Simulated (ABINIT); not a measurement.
An input for ABINIT 10.8.3 (CsSnI3 (Pm-3m)):

```
acell 3*1.0 Angstrom
rprim 
  6.286228000000 0.000000000000 0.000000000000
  0.000000000000 6.286228000000 0.000000000000
  0.000000000000 0.000000000000 6.286228000000
ntypat 3
znucl 55 50 53
natom 5
typat 1 2 3 3 3
xred 
  0.500000000000 0.500000000000 0.500000000000
  0.000000000000 0.000000000000 0.000000000000
  0.500000000000 0.000000000000 0.000000000000
  0.000000000000 0.000000000000 0.500000000000
  0.000000000000 0.500000000000 0.000000000000
pp_dirpath "pseudos"
pseudos "Cs.upf, Sn.upf, I.upf"
ecut 38
ngkpt 2 2 2
nshiftk 1
shiftk 0 0 0
kptopt 1
chksymbreak 0
iscf -2
irdden 1
istwfk *1
nband 389
nbdbuf 34
tolwfr 1e-09
nstep 60
prtvol 0
indata_prefix "in"
outdata_prefix "out"
tmpdata_prefix "tmp"
```

```sh
OMP_NUM_THREADS=1 mpirun -n 4 abinit run.abi > log
```

How long will it take on 4 MPI ranks of Intel Xeon Platinum 8259CL at 2.50GHz (Skylake/Cascade Lake), shared host, and how much memory?

It took 20 min; on shared hardware allow 10 min to 41 min. Peak host memory was 1.1 GiB.

[Paths, hosts, dates, memory and timing lines, banners, echoed tables and standing remarks are left out of the program output.]

[Logs are printed without paths, hosts, clocks, repeated set-up lines and the standing remarks that a program may print on its own settings, such as how far it seeks lower states.]

[Runs of the session that timed out or met a known fault of the program may be left out.]

[Hosts, paths, dates, database ids (printed as entryN), source tags and the programs' standing remarks are cut or masked in the printed files.]

[G0W0 gaps are taken among the corrected bands and points alone; a level outside them can change the order at an edge.]

[Where Ansatz stands beside ABINIT at settings called matched, ABINIT's density can come from a denser mesh and the files from another edition; pairs whose starting gaps differed by over 0.03 eV were left out, so agreement reads better than it is.]
